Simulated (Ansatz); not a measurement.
# NaB (Fm-3m): from the cell to its phonons, part 2 of 2

The cell of NaB (Fm-3m) is at rest. What are its phonons? After the zone centre comes a 4×4×4 q mesh on a 16×16×16 k mesh.

Ansatz 0.2.0; DFT PBEsol, scalar-relativistic, plane waves, PAW; PAW set soft_1.

So far. Step 2 (Zone-centre response): Before it was imposed, the acoustic sum rule was missed by 1.8e-5 eV/Å². Small misses are needed for a sound result but don't prove that mesh and cutoff are converged. The lowest optical mode is real, 306 cm⁻¹.

## 3. The dispersion (continued)

Interpolated from a 4×4×4 q mesh. The phonon branches at the labelled points (cm⁻¹):

```tsv
point	branch 1	branch 2	branch 3	branch 4	branch 5	branch 6
Γ	0	0	0	306	306	306
halfway	-78	-78	183	216	303	303
X	-210	-134	-134	283	304	304
halfway	-204	-124	-115	283	293	298
U	-186	-89	-8	264	281	286
jump to K	-186	-89	-8	264	281	286
halfway	-80	135	163	229	259	304
Γ	0	0	0	306	306	306
halfway	66	110	110	265	284	284
L	-39	182	182	199	237	237
halfway	-139	38	188	195	268	278
W	-175	-175	187	208	288	288
halfway	-200	-147	-26	277	284	298
X	-210	-134	-134	283	304	304
```

The phonon branches as a text plot (rows in cm⁻¹):

```
    296 |***********************************            *********
    274 |   *     **********     ***       ***       ****   *****
    253 |        *          ******           ***  ****      *
    231 |    ** *          *    *             * ***
    210 |      *            *  *               **       ****
    188 |      *             ***                 **********
    167 |    **              ** *              **  *       *
    145 |   *               ******            *     *
    124 |       *                            *              *
    102 |  *               *     ***        *        *
     81 |                   *     ***      *                 *
     59 |                           *     *****
     38 | *                          *   **    *      *
     16 |                               *
     -5 |**               *           **
    -27 |  *               *        **          *
    -48 |   *            *        **             **
    -70 |    ***                **                 *
    -91 |       **      ***    *                    *  *      *
   -113 |        ***   **    **                      *         *
   -134 |           ****    *                         * *     ***
   -156 |         **                                   **   **
   -177 |                 **                             ***
   -199 |           ******                                  *****
         Γ           X  U|K            Γ         L        W     X
```

The phonon density of states has structure finer than the step of the table below, so its rows give means over 20 cm⁻¹, whole bins alone (the curve runs from -212 to 308 cm⁻¹). Peaks (cm⁻¹: height): -127.5: 0.0129, 182.5: 0.0274, 287.5: 0.0561.

Tetrahedra on a 20×20×20 mesh, mean over bins of 5 cm-1. Interpolated from a 4×4×4 q mesh. Phonon density of states against wavenumber; means over each step:

```tsv
wavenumber (cm⁻¹)	phonon density of states (1/cm⁻¹/cell)
-200	0.00242
-180	0.00558
-160	0.00830
-140	0.0109
-120	0.0122
-100	0.0107
-80	0.00907
-60	0.00695
-40	0.00488
-20	0.00359
0	0.00323
20	0.00316
40	0.00361
60	0.00460
80	0.00578
100	0.00735
120	0.00909
140	0.0104
160	0.0112
180	0.0169
200	0.0122
220	0.0141
240	0.0157
260	0.0252
280	0.0440
```

The partial phonon density of states has structure finer than the step of the table below, so its rows give means over 20 cm⁻¹, whole bins alone (the curve runs from -219 to 326 cm⁻¹). Peaks (cm⁻¹: height): B -126.3: 0.00769, 137.3: 0.00567, 298.3: 0.0293; Na -102.4: 0.00624, 96.2: 0.00677, 137.3: 0.0081, 185.3: 0.0161, 284.6: 0.0257.

Phonopy on the run's constants, 19x19x19 mesh, Gaussian sigma 3.9 cm-1. Interpolated from a 4×4×4 q mesh. Table of partial phonon density of states by wavenumber; means over each step; values in 1/cm⁻¹/cell:

```tsv
wavenumber (cm⁻¹)	B	Na
-200	0.00173	8.6e-4
-180	0.00356	0.00202
-160	0.00526	0.00331
-140	0.00633	0.00463
-120	0.00647	0.00527
-100	0.00611	0.00542
-80	0.00487	0.00453
-60	0.00362	0.00383
-40	0.00217	0.00249
-20	0.00165	0.00181
0	2.2e-4	3.4e-4
20	0.00101	0.00124
40	0.00244	0.00294
60	0.00200	0.00246
80	0.00213	0.00270
100	0.00399	0.00513
120	0.00337	0.00446
140	0.00465	0.00650
160	0.00347	0.00766
180	0.00283	0.0136
200	0.00488	0.00891
220	0.00640	0.00677
240	0.00984	0.00621
260	0.0154	0.00960
280	0.0232	0.0204
300	0.0219	0.0166
```

Second derivatives of the energy by pair, one row for each kind of neighbour of each atom listed. Each entry sums the pair over the periodic images of the supercell that the q mesh stands for, and in a polar crystal it holds the long-range dipole part too. Force constants by pair, by row:

```tsv
atom	neighbour	distance (Å)	third of the trace (eV/Å²)	along the pair's line (eV/Å²)
Na1	itself	0	2.968	–
Na1	B	2.651	-0.4401	-1.501
Na1	Na	3.749	-0.0342	-0.1012
Na1	B	4.592	0.0144	0.0373
Na1	Na	5.302	-0.002	-0.0147
Na1	B	5.928	4.00e-4	0.0074
Na1	Na	6.494	-1.00e-4	-7.00e-4
Na1	Na	7.499	0.0012	0
B2	itself	0	1.506	–
B2	Na	2.651	-0.4401	-1.501
B2	B	3.749	0.1098	0.371
B2	Na	4.592	0.0144	0.0373
B2	B	5.302	-0.0127	-0.0318
B2	Na	5.928	4.00e-4	0.0074
B2	B	6.494	-0.008	-0.02
B2	B	7.499	-0.0156	-0.0783
```

Symmetry leaves 8 wavevectors to solve. The lowest mode among them, the acoustic zeros apart, lies at q = (0, -0.5, -0.5) and is imaginary, 209.7i cm⁻¹, so the energy falls along it.

## 4. Isotope substitution

An isotope changes the mass and not the force constants, so no new electronic calculation is needed; the shifts show which modes move this element.

The same force constants with the mass of B changed from 10.810 to 10.013 u (phonopy, no LO-TO term). Both lists are sorted by frequency; levels can cross, so a row need not hold one and the same mode. Modes under 3 cm⁻¹ are left out. Isotope shifts, by row:

```tsv
q	rank	natural mass (cm⁻¹)	changed mass (cm⁻¹)
0 0 0	4	306.5	314.7
0 0 0	5	306.5	314.7
0 0 0	6	306.5	314.7
0 0 0.25	1	65.87	67.03
0 0 0.25	2	109.7	110.9
0 0 0.25	3	109.7	110.9
0 0 0.25	4	265.2	270.9
0 0 0.25	5	283.5	291.5
0 0 0.25	6	283.5	291.5
0 0 -0.5	1	-39.16	-40.69
0 0 -0.5	2	182.3	182.3
0 0 -0.5	3	182.3	182.3
0 0 -0.5	4	198.9	198.9
0 0 -0.5	5	236.9	246.1
0 0 -0.5	6	236.9	246.1
0 0.25 0.25	1	-77.8	-78.94
0 0.25 0.25	2	-77.8	-78.94
0 0.25 0.25	3	183.1	184.3
0 0.25 0.25	4	216.2	223.1
0 0.25 0.25	5	302.6	309.9
0 0.25 0.25	6	302.6	309.9
```

A mode of this element alone would shift by +3.90 %. The highest zone-centre frequency without the field goes from 306.5 to 314.7 cm⁻¹ (+2.7 %). The product of the frequency ratios over all optical modes at Γ is 1.082; the product rule, (m/m′)^(3k/2) (M′/M)^(3/2) with k = 1 such atoms and M the mass of the cell, gives 1.082.

## 5. Outcome

```yaml
space_group_within_0p01_a: Fm-3m
volume_per_atom: 18.6 Å³
electronic_character: no gap on this mesh
highest_optical_mode_at_the_zone_centre_no_lo_to_term: 306 cm⁻¹
lowest_optical_zone_centre_mode: 306 cm⁻¹
lowest_mode_on_the_q_mesh_acoustic_modes_at_gamma_apart: -210 cm⁻¹
highest_frequency_on_the_path_or_at_a_solved_wavevector: 306 cm⁻¹
imaginary_modes_on_the_4x4x4_q_mesh: yes
```

What this shows: Modes are clearly imaginary (beyond 10i cm⁻¹) at 6 of the 8 irreducible wavevectors, most at q = (0, -0.5, -0.5) (209.7i cm⁻¹), so this structure is not a minimum of the energy. The optical modes at Γ form one degenerate level at 306 cm⁻¹. The highest mode in this list at Γ, 306.5 cm⁻¹, has its largest share on B (68 % of the kinetic energy). With no gap, or one that is small against the smearing, the frequencies hang on the k mesh and the smearing, most of all near Kohn anomalies. The PAW files were made for PBE and serve the other functionals too. A phonon run warned that its eigensolver left some bands unconverged in a pass. These are harmonic frequencies at zero temperature: anharmonic shifts, linewidths and thermal expansion are left out.

[Logs are printed without paths, hosts, clocks, repeated set-up lines and the standing remarks that a program may print on its own settings, such as how far it seeks lower states.]

[Hosts, paths, dates, database ids (printed as entryN), source tags and the programs' standing remarks are cut or masked in the printed files.]
